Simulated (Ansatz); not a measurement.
# What CaC2 (R-3m) distorts into

Aim: this structure of CaC2 (R-3m) is to be tested for unstable modes, and one is followed downhill.

Program: Ansatz 0.2.0. Level of theory: DFT r2SCAN, scalar-relativistic, plane waves, PAW. Results are calculated unless marked as measured.

### 1. Set-up

Symmetry: R-3m, No. 166, trigonal system. Conventional cell: a = 3.862 Å, b = 3.862 Å, c = 11.783 Å, α = 90.00°, β = 90.00°, γ = 120.00°. Nearest to Ca lie 6 C at 2.60 Å. Nearest to C lie 1 C at 1.25 Å and 3 Ca at 2.60 Å. Farther neighbours are not listed.

### 2. Phonons on a q mesh

The cell comes from relaxations at this level that are not shown. Stability and thermal properties need the whole zone. Linear response on a 3×3×3 q mesh gives force constants as far as a supercell of that size would, and the tensors from the zone-centre run are typed in so that the long-range dipole term is interpolated apart.

File input.yaml:

```yaml
crystal:
  lattice:
    - [1.93100359, 1.1148654425, 3.9277786955]
    - [-1.93100359, 1.1148654425, 3.9277786955]
    - [0.0, -2.229730885, 3.9277786955]
  atoms:
    - { symbol: Ca, position: [0.0, 0.0, 0.0] }
    - { symbol: C, position: [0.552852901, 0.552852901, 0.552852901] }
    - { symbol: C, position: [0.447147099, 0.447147099, 0.447147099] }
kpoints:
  mp_grid: { grid: [6, 6, 6] }
hamiltonian:
  xc: r2scan
scf:
  occupations: { method: fixed }
output:
  eigenvalues: true
phonons:
  method: dfpt
  qmesh: [3, 3, 3]
  temperatures: { t_max: 1000, t_step: 50 }
  qpath:
    path:
      - [[0.0, 0.0, 0.0], [0.5, 0.5, 0.5], [0.77962278, 0.22037722, 0.5]]
      - [[0.5, -0.22037722, 0.22037722], [0.5, 0.0, 0.0], [0.0, 0.0, 0.0], [0.36018861, -0.36018861, 0.0]]
      - [[0.63981139, 0.0, 0.36018861], [0.5, 0.0, 0.5], [0.0, 0.0, 0.0]]
    npoints: 10
  non_analytic_term:
    high_frequency_dielectric_tensor: [[3.2014, 0.0, 0.0], [0.0, 3.2014, 0.0], [0.0, 0.0, 4.2922]]
    born_effective_charges:
      - { species: Ca, tensor: [[2.3046, 0.0, 0.0], [0.0, 2.3046, 0.0], [0.0, 0.0, 2.4701]] }
      - { species: C, tensor: [[-1.1523, 0.0, 0.0], [0.0, -1.1523, 0.0], [0.0, 0.0, -1.2351]] }
      - { species: C, tensor: [[-1.1523, 0.0, 0.0], [0.0, -1.1523, 0.0], [0.0, 0.0, -1.2351]] }
    source: "zone-centre run at this cell"
```

Launch:

```sh
$ ansatz run input.yaml --threads 4 --pin off --max-ram 7168MiB --backend cpu --events-out ev --progress --plain --runs-dir out
```

Numbers of over 12 decimals in the logs are rounded to 6 here.

The program printed:

```text
Warning: phonons: the dynamical matrix that this run interpolates holds no multipole term above the dipole-dipole one, and a site of this crystal is no centre of inversion, so its interpolated transverse optical and acoustic branches and sound speeds can stay off near Gamma, and the density of states and the thermodynamics with them. What a run solves at a wave vector of phonons.qpoints, Gamma apart, where the deck admits one, is free of this, and under fd what a larger phonons.supercell samples
Engine: ansatz 0.2.0, aarch64-unknown-linux-gnu
Pseudopotentials: kind: paw
Pseudopotential: Ca, paw, valence charge 10, recommended cutoff 500 eV (meta_gga), Ca.paw.azcp
Pseudopotential: C, paw, valence charge 4, recommended cutoff 500 eV (meta_gga), C.paw.azcp
Functional definition: r2SCAN
  parameter k0 = 0.174
  parameter k1 = 0.065
  parameter a1 = 4.9479
  exchange = r2scan_x(k0 = k0, k1 = k1, a1 = a1)
  correlation = r2scan_c
Crystal: 3 atoms, lattice volume = 50.735 Å³
Basis set: ecut = 500 eV, 1275 PW (Γ), exchange–correlation on 216×216×216 points (216 copies of the dense FFT grid, shifted against one another)
Bands: 13, of which v1, the nominal top of the filled ones, is band 9 counted from 1 (8 counted from 0)
Symmetry: 12 space group operations
k-points: 68 of 216 (irreducible under 2 space group operations, time reversal used)
Non-local potential: Ca, projectors of the file, l = 0: 3, l = 1: 2, l = 2: 2
Non-local potential: C, projectors of the file, l = 0: 2, l = 1: 2, l = 2: 1
PAW form: soft (Blöchl's): semilocal exchange-correlation on the pseudo side does not see the compensation charge
PAW frozen core: Ca, regenerated for the run's functional (the file was generated under x = pbe(κ = 0.804, μ = 0.219515), c = pbe(β = 0.066725))
PAW frozen core: C, regenerated for the run's functional (the file was generated under x = pbe(κ = 0.804, μ = 0.219515), c = pbe(β = 0.066725))
PAW one-centre angular grid: Ca, 302 points (default); XC on 160 Gauss nodes
PAW one-centre angular grid: C, 302 points (default); XC on 239 of its mesh's 2573 points in the sphere
Initial density: superposition of atomic densities (neutral atoms: chi_scale 0, normalization atom), corrected by the library's trained network
Initial wavefunctions: pseudopotential atomic-orbital guess
Functional: x = r2scan, c = r2scan; τ floored in thin density (d = 2e-4 eV/Å³)
SCF iter   1: F=—  HF=-2325.260380 eV  |F-HF|=—  |Δ(HF+E_count)|=         —  Δρ=6.11e-3  dr2=1.63e-2  dr2_τ=3.28e-1  ethr=1.77e-3  ⟨swp⟩=4.1  Hψ=4753  notcnv=0  defer=35
preconditioner: auto → none  [insulator: Δε(μ)=3.093 eV  Ē_g=16.019 eV  n_scr=14 (ndim 8)  ℏωp=20.9 eV  f_vac=0.000  ε∞_Penn≈2.7]
SCF iter   2: F=—  HF=-2325.285524 eV  |F-HF|=—  |Δ(HF+E_count)|=   2.51e-2  Δρ=3.36e-3  dr2=3.03e-3  dr2_τ=2.33e-4  ethr=9.07e-5  ⟨swp⟩=2.9  Hψ=2200  notcnv=0  defer=134
SCF iter   3: F=—  HF=-2325.283489 eV  |F-HF|=—  |Δ(HF+E_count)|=   2.03e-3  Δρ=1.02e-3  dr2=4.19e-4  dr2_τ=9.91e-5  ethr=1.69e-5  ⟨swp⟩=2.0  Hψ=1307  notcnv=0  defer=135
SCF iter   4: F=—  HF=-2325.283257 eV  |F-HF|=—  |Δ(HF+E_count)|=   2.32e-4  Δρ=2.85e-4  dr2=1.53e-5  dr2_τ=4.10e-6  ethr=2.33e-6  ⟨swp⟩=2.5  Hψ=1417  notcnv=0  defer=136
SCF iter   5: F=—  HF=-2325.283251 eV  |F-HF|=—  |Δ(HF+E_count)|=   6.15e-6  Δρ=4.97e-5  dr2=4.16e-7  dr2_τ=8.37e-8  ethr=8.50e-8  ⟨swp⟩=2.1  Hψ=1477  notcnv=0  defer=37
SCF iter   6: F=—  HF=-2325.283253 eV  |F-HF|=—  |Δ(HF+E_count)|=   1.63e-6  Δρ=9.95e-6  dr2=1.47e-8  dr2_τ=4.66e-9  ethr=2.31e-9  ⟨swp⟩=3.0  Hψ=1516  notcnv=0  defer=24
SCF iter   7: F=—  HF=-2325.283253 eV  |F-HF|=—  |Δ(HF+E_count)|=   1.63e-8  Δρ=1.78e-6  dr2=9.83e-10  dr2_τ=7.97e-11  ethr=8.15e-11  ⟨swp⟩=2.4  Hψ=1445  notcnv=0  defer=24
SCF iter   8: F=—  HF=-2325.283253 eV  |F-HF|=—  |Δ(HF+E_count)|=  6.10e-10  Δρ=2.39e-7  dr2=1.34e-11  dr2_τ=7.92e-13  ethr=5.46e-12  ⟨swp⟩=2.0  Hψ=1156  notcnv=0  defer=24
SCF iter   9: F=-2325.283253 eV  HF=-2325.283253 eV  |F-HF|=4.55e-13  |Δ(HF+E_count)|=  4.55e-13  Δρ=4.61e-8  dr2=7.00e-13  dr2_τ=4.10e-14  ethr=1.00e-12  ⟨swp⟩=8.5  Hψ=5702  notcnv=0
SCF 1 converged in 9 iterations: F = -2325.283253 eV  dr2 = 7.00e-13
  greatest PAW one-centre occupation: 0.995 electrons in one spin orbital (limit 2), on the Ca atom at site 0 (counted from 0), in its partial waves of l = 0
DFPT response loops at Γ: preconditioner auto → none (the input reference at scf.mixing.eps_inf says where Resta's filter doesn't serve); β = 0.50; Broyden in place of MSR1
NSCF: frozen V_eff on 32 k-points
NSCF: frozen V_eff on 252 k-points
DFPT response loops at q = (0, 0, 0.333333) (fractional): mixed as the last ones told, above
NSCF: frozen V_eff on 432 k-points
DFPT response loops at q = (0, 0.333333, 0.333333) (fractional): mixed as the last ones told, above
NSCF: frozen V_eff on 432 k-points
DFPT response loops at q = (0, 0.333333, -0.333333) (fractional): mixed as the last ones told, above
NSCF: frozen V_eff on 252 k-points
DFPT response loops at q = (0.333333, 0.333333, 0.333333) (fractional): preconditioner auto → Resta (q_TF=auto, 2.296 Å⁻¹)  ε∞=4.4 (no band partly filled); β = 1.00, the filter's whole step (`scf.mixing.beta` (0.50) is not read by the response loops at its default; to damp them type it under 1.00, their step now; it binds the ground state too); Broyden in place of MSR1
NSCF: frozen V_eff on 252 k-points
DFPT response loops at q = (0.333333, 0.333333, -0.333333) (fractional): mixed as the last ones told, above
SCF converged after 9 iterations
Free energy (F): -2325.283253 eV
Harris-Foulkes:  -2325.283253 eV  (|F-HF|=4.55e-13)
Internal energy: -2325.283253 eV  (E = F + TS)
E sigma→0 (E₀):  -2325.283253 eV
Fermi energy:    4.117642 eV
--- Per-component energies (eV) ---
  E_band       = -175.352009
  E_kinetic    = 450.638226
  E_local      = -1002.411560  (includes V_loc(G=0)·N_el)
  E_nonlocal   = 118.699798
  E_hartree    = 317.378973
  E_xc         = -229.822585
  E_vxc        = -322.347710  (∫ρ·V_xc dr)
  E_paw        = -1064.700672  (= ΣΔE_a)
  E_vpaw       = -73.552391  (= ΣTr[D̂ρ^β])
  E_aug_tail   = 0.000003  (compensation charges beyond the density's cutoff)
  E_vtau       = 18.863676  (kinetic-family band-sum trace: ∫τ·v_τ [+ j·A + Jᵃ·Aᵃ] dr)
  E_ewald      = -914.795223
  E_core_change = -0.270213  (= ΣΔE_core)
  E_smearing   = -0.000000  (= −TS)
  E_closure    = 0.000000  (closes the sum)
  Σ components = -2325.283253   (vs F -2325.283253, Δ=0.00e0)
--- Band table (eV; the first three rows and the last of 68) ---
  k-point 0: bands = [... 5 lower, 1.0105, 1.3263, 3.3648, 3.3648, 7.6939, 7.6939, 8.9987, 10.3188]
  k-point 1: bands = [... 5 lower, 0.6090, 1.5983, 3.0355, 3.1514, 7.9774, 8.0760, 9.5213, 10.3251]
  k-point 2: bands = [... 5 lower, 0.1428, 1.5305, 2.7824, 2.8285, 8.7028, 9.0403, 10.2158, 10.8149]
  k-point 67: bands = [... 5 lower, -1.2722, 2.6627, 2.6627, 4.1176, 10.4157, 10.5066, 10.7423, 10.7423]
--- Phonons (Γ-DFPT): 4 representative perturbations + reference, on 68 of 216 k-points (Σ response iterations 25) ---
  k mesh reduced under 2 symmetry operations, with k and −k counted as one. Each operation leaves every solved perturbation unchanged. A smaller set is not considered because the functional reads the kinetic-energy density
  ASR residual: 2.544e-4 → 0.000e0 eV/Å²; symmetrization residual: 2.979e-6 eV/Å²
  ASR residual per site (eV/Å²): 2.22e-5 2.54e-4 2.54e-4
  Γ frequencies (cm⁻¹): 0.00 0.00 0.00 227.62 241.83 241.83 268.22 268.22 1951.22
--- Phonons (arbitrary-q DFPT): 6 irreducible q on the 3×3×3 mesh ---
  q = [0.0000, 0.0000, 0.0000] (star 1, of the zone-centre solve; hermiticity 3.51e-8, symmetrization 2.37e-8): -0.00 -0.00 0.00 227.62 241.83 241.83 268.22 268.22 1951.22
  q = [0.0000, 0.0000, 0.3333] (star 6, 6 solved perturbations on 126 of 216 k-point pairs; hermiticity 7.22e-8, symmetrization 8.36e-13): -99.01 113.14 194.10 219.03 235.72 262.18 262.40 381.22 1952.34
  q = [0.0000, 0.3333, 0.3333] (star 6, 4 solved perturbations in 684 linear systems a pass and spin channel, the states on 216 of 216 k-point pairs; hermiticity 6.45e-8, symmetrization 2.95e-11): 82.80 95.94 179.46 181.37 242.97 277.84 287.51 335.29 1952.10
  q = [0.0000, 0.3333, -0.3333] (star 6, 4 solved perturbations in 660 linear systems a pass and spin channel, the states on 216 of 216 k-point pairs; hermiticity 1.32e-7, symmetrization 6.01e-11): -103.42 185.49 201.45 224.05 244.03 244.58 293.38 324.94 1952.52
  q = [0.3333, 0.3333, 0.3333] (star 2, 4 solved perturbations in 364 linear systems a pass and spin channel, the states on 126 of 216 k-point pairs; hermiticity 1.83e-8, symmetrization 1.68e-11): -108.30 -108.30 193.03 229.63 229.63 267.44 267.44 335.73 1952.39
  q = [0.3333, 0.3333, -0.3333] (star 6, 6 solved perturbations on 126 of 216 k-point pairs; hermiticity 3.88e-8, symmetrization 2.07e-12): 41.72 80.53 167.63 207.34 246.91 277.20 286.68 321.63 1952.50
  sum rule: each row above includes the acoustic sum rule's correction from the zone centre's row sums; it moved no ω² by more than (2.40 cm⁻¹)²
  mesh force constants: q→R imaginary residual 0.00e0; ASR residual 2.544e-4 → 0.000e0 eV/Å²; symmetrization residual 5.684e-14 eV/Å²
  interpolated dispersion: 74 rows × 9 modes
  density of states and harmonic sums: on the 21×21×21 q-mesh, interpolated from the force constants of a 3×3×3 supercell (with the dipole–dipole term of supplied tensors)
  largest difference from the sums on the solved wave vectors: F 2.47e-2 eV, S 3.66e-5 and C_V 1.26e-5 eV/K
  zero-point energy: 0.222882 eV/cell   skipped modes (ω ≤ 0): 773, of them read as no rigid motion or as one in doubt: 770 (8.420e-1 modes/cell left out, lowest -132.48 cm⁻¹)   left out of the sums: 9.36e-2 of the cell's modes: C_V's classical limit lies that fraction below 3 k_B per atom; for a crystal, a wire or a layer, F and S can be off by more, and a phonons.interpolated_qmesh denser along its periods is the remedy for the sampling
```

It took 5.6 min on 4 threads of Arm Neoverse V2, shared host; peak memory 3.4 GiB.

This step gave:

```
gap on the k-mesh                                       : 3.100 eV
volume per atom                                         : 16.91 Å³
sum-rule residual before enforcement                    : 2.54e-4 eV/Å²
lowest frequency on the path                            : -133.0 cm⁻¹
point group                                             : -3m
highest frequency on the path or at a solved wavevector : 1953 cm⁻¹
highest optical mode at the zone centre (no LO-TO term) : 1951 cm⁻¹
lowest optical zone-centre mode                         : 227.6 cm⁻¹
lowest mode on the q mesh (acoustic modes at Γ apart)   : -108.3 cm⁻¹
```

Frequencies (cm⁻¹) solved at each irreducible wavevector; negative means imaginary. Frequencies by wavevector, by row:

```tsv
q in reciprocal lattice units	star	mode 1	mode 2	mode 3	mode 4	mode 5	mode 6	mode 7	mode 8	mode 9
0 0 0	1	0	0	0	227.6	241.8	241.8	268.2	268.2	1951
0 0 0.3333	6	-99	113.1	194.1	219	235.7	262.2	262.4	381.2	1952
0 0.3333 0.3333	6	82.8	95.9	179.5	181.4	243	277.8	287.5	335.3	1952
0 0.3333 -0.3333	6	-103.4	185.5	201.4	224.1	244	244.6	293.4	324.9	1952
0.3333 0.3333 0.3333	2	-108.3	-108.3	193	229.6	229.6	267.4	267.4	335.7	1952
0.3333 0.3333 -0.3333	6	41.7	80.5	167.6	207.3	246.9	277.2	286.7	321.6	1952
```

Interpolated from a 3×3×3 q mesh, with the LO-TO term (at Γ the limit along the path; where Γ stands inside the path, tables give the limit on arrival). The phonon branches at the labelled points (cm⁻¹):

```tsv
point	branch 1	branch 2	branch 3	branch 4	branch 5	branch 6	branch 7	branch 8	branch 9
Γ	0	0	0	242	242	268	268	379	1951
halfway	-83	-83	147	236	236	264	264	353	1952
T	-133	-133	223	223	252	273	273	302	1952
halfway	-82	26	187	224	228	279	291	308	1952
H2	-65	166	186	211	227	282	295	315	1952
jump to H0	-65	166	186	211	227	282	295	315	1952
halfway	-109	166	194	224	263	265	270	336	1953
L	-111	131	203	223	243	252	302	348	1953
halfway	-83	91	161	220	236	252	266	398	1952
Γ	0	0	0	231	242	242	268	420	1951
halfway	-106	127	196	216	229	249	278	384	1952
S0	-90	179	205	210	244	250	296	321	1952
jump to S2	-90	179	205	210	244	250	296	321	1952
halfway	36	155	160	207	246	273	300	311	1952
F	102	126	135	206	247	293	296	301	1952
halfway	58	78	150	204	243	266	280	363	1952
Γ	0	0	0	238	242	242	268	412	1951
```

The phonon branches as a text plot (rows in cm⁻¹; labels by their first letter):

```
   1909 |********************************************************
   1823 |
   1736 |
   1649 |
   1562 |
   1475 |
   1388 |
   1301 |
   1214 |
   1127 |
   1040 |
    953 |
    866 |
    780 |
    693 |
    606 |
    519 |
    432 |                          **********                 ***
    345 |**************************          *********  ******
    258 |********************************************************
    171 |   **    *******************       *****************
     84 | **         **          ******  *****       ***********
     -3 |**         * **              ****          *        ****
    -90 |  ***********  **************    **********
         Γ      T      H|H     L        Γ        S|S   F        Γ
```

Symmetry leaves 6 wavevectors to solve. The lowest mode among them, the acoustic zeros apart, lies at q = (0.333, 0.333, 0.333) and is imaginary, 108.3i cm⁻¹, so the energy falls along it. Between them the interpolated path dips to 133i cm⁻¹.

### 3. The mode frozen in, largest atomic shift 0 Å

The mode followed lies at q = (0, 0.333, -0.333) with frequency 103.4i cm⁻¹, one of the unstable modes though not the softest. At small amplitude the distorted cell has space group no. 2 by a symmetry search on the positions. The undistorted cell that holds it gives the zero of energy on the same k mesh.

System of this step: CaC2. The structure is trigonal, space group R-3m (No. 166). Conventional cell: a = 3.862 Å, b = 3.862 Å, c = 11.783 Å, α = 90.00°, β = 90.00°, γ = 120.00°. Ca has 6 C at 2.60 Å nearest. Nearest to C lie 1 C at 1.25 Å and 3 Ca at 2.60 Å. Farther neighbours are not listed.

File input.yaml:

```yaml
crystal:
  lattice:
    - [1.93100359, 1.1148654425, 3.9277786955]
    - [3.86200718, 2.229730885, -3.9277786955]
    - [0.0, 6.6891926549, 0.0]
  atoms:
    - { symbol: Ca, position: [0.0, 1.0, 0.0] }
    - { symbol: Ca, position: [0.3333333333, 0.3333333333, 0.3333333333] }
    - { symbol: Ca, position: [0.6666666667, 0.6666666667, 0.6666666667] }
    - { symbol: C, position: [0.1057058019, 0.447147099, 0.0] }
    - { symbol: C, position: [0.4390391352, 0.7804804324, 0.3333333333] }
    - { symbol: C, position: [0.7723724686, 0.1138137657, 0.6666666667] }
    - { symbol: C, position: [0.8942941981, 0.552852901, 0.0] }
    - { symbol: C, position: [0.2276275314, 0.8861862343, 0.3333333333] }
    - { symbol: C, position: [0.5609608648, 0.2195195676, 0.6666666667] }
kpoints:
  mp_grid: { grid: [6, 6, 6] }
hamiltonian:
  xc: r2scan
scf:
  occupations: { method: gaussian, width: 0.02 }
output:
  forces: true
  stress: true
  eigenvalues: true
```

The program printed:

```text
[...]
Crystal: 9 atoms, lattice volume = 152.204 Å³
Basis set: ecut = 500 eV, 3857 PW (Γ), exchange–correlation on 144×180×200 points (64 copies of the dense FFT grid, shifted against one another)
Bands: 36, of which v1, the nominal top of the filled ones, is band 27 counted from 1 (26 counted from 0)
Symmetry: 12 space group operations
[...]
k-points: 68 of 216
[...]
k-point 0: bands = [... 23 lower, 3.0153, 3.0153, 3.3648, 3.3648, 7.6939, 7.6939, 8.1438, 8.1438, ... 3 higher]
  k-point 1: bands = [... 23 lower, 2.9415, 3.0052, 3.2336, 3.3053, 7.7062, 7.7825, 7.7842, 8.5050, ... 3 higher]
  k-point 2: bands = [... 23 lower, 2.8458, 2.9217, 2.9870, 3.1410, 7.3581, 7.9669, 8.0309, 8.4020, ... 3 higher]
  k-point 67: bands = [... 23 lower, 2.6191, 2.9187, 3.5934, 3.5934, 8.7466, 8.7466, 9.1745, 9.1745, ... 3 higher]
[key lines of the parts left out:]
SCF converged after 6 iterations
Free energy (F): -6975.849800 eV
Fermi energy:    5.667515 eV
P = ⅓ Tr σ = 0.0001 GPa (0.001 kbar)
```

It took 9.7 s on 4 threads; peak memory 0.95 GiB.

Numbers from this step:

```
pressure                         : 1.33e-4 GPa
energy from the undistorted cell : 0 meV/atom
```

At this level the gap is 3.10 eV on the k-mesh of the self-consistent run, which can miss the band edges.

### 4. The mode frozen in, largest atomic shift 0.08 Å

The atoms are moved along the unstable eigenvector, the largest shift by 0.08 Å, with the cell fixed.

File input.yaml:

```yaml
crystal:
  lattice:
    - [1.93100359, 1.1148654425, 3.9277786955]
    - [3.86200718, 2.229730885, -3.9277786955]
    - [0.0, 6.6891926549, 0.0]
  atoms:
    - { symbol: Ca, position: [-0.008960486, 1.0038877075, 0.0] }
    - { symbol: Ca, position: [0.3333333333, 0.3333333333, 0.3333333333] }
    - { symbol: Ca, position: [0.6756271526, 0.6627789592, 0.6666666667] }
    - { symbol: C, position: [0.1100741545, 0.4548265065, -0.0069046219] }
    - { symbol: C, position: [0.4321342629, 0.77357556, 0.3471430781] }
    - { symbol: C, position: [0.7749087378, 0.1130389802, 0.6597620448] }
    - { symbol: C, position: [0.8917579288, 0.5536276865, 0.0069046219] }
    - { symbol: C, position: [0.2345324038, 0.8930911067, 0.3195235886] }
    - { symbol: C, position: [0.5565925122, 0.2118401602, 0.6735712886] }
kpoints:
  mp_grid: { grid: [6, 6, 6] }
hamiltonian:
  xc: r2scan
scf:
  occupations: { method: gaussian, width: 0.02 }
output:
  forces: true
  stress: true
  eigenvalues: true
```

The program printed:

```text
[...]
Crystal: 9 atoms, lattice volume = 152.204 Å³
Basis set: ecut = 500 eV, 3857 PW (Γ), exchange–correlation on 144×180×200 points (64 copies of the dense FFT grid, shifted against one another)
Bands: 36, of which v1, the nominal top of the filled ones, is band 27 counted from 1 (26 counted from 0)
Symmetry: 2 space group operations
[...]
k-points: 112 of 216
[...]
k-point 0: bands = [... 23 lower, 3.0175, 3.0225, 3.3878, 3.3896, 7.6874, 7.6961, 8.1190, 8.1391, ... 3 higher]
  k-point 1: bands = [... 23 lower, 2.9472, 3.0120, 3.2556, 3.3302, 7.5995, 7.7766, 7.8642, 8.4828, ... 3 higher]
  k-point 2: bands = [... 23 lower, 2.8542, 2.9336, 3.0081, 3.1653, 7.2657, 7.9962, 8.0161, 8.3778, ... 3 higher]
  k-point 111: bands = [... 23 lower, 2.6459, 2.9150, 3.5914, 3.5942, 8.7366, 8.7369, 9.1392, 9.1866, ... 3 higher]
[key lines of the parts left out:]
SCF converged after 7 iterations
Free energy (F): -6975.853785 eV
Fermi energy:    5.606469 eV
P = ⅓ Tr σ = -0.5182 GPa (-5.182 kbar)
```

Run time: 17 s. Hardware: 4 threads; peak memory 1.1 GiB; 66 s of CPU time.

Numbers from this step:

```yaml
pressure: -0.5182 GPa
gap_on_the_k_mesh: 3.025 eV
energy_from_the_undistorted_cell: -0.443 meV/atom
```

The energy, extrapolated to zero smearing, is -0.44 meV/atom against the undistorted cell.

The run ends at a pressure of -0.52 GPa, with forces up to 0.81 eV/Å.

(Continued in part 2 of 3.)

[Logs are printed without paths, hosts, clocks, repeated set-up lines and the standing remarks that a program may print on its own settings, such as how far it seeks lower states.]

[Hosts, paths, dates, database ids (printed as entryN), source tags and the programs' standing remarks are cut or masked in the printed files.]
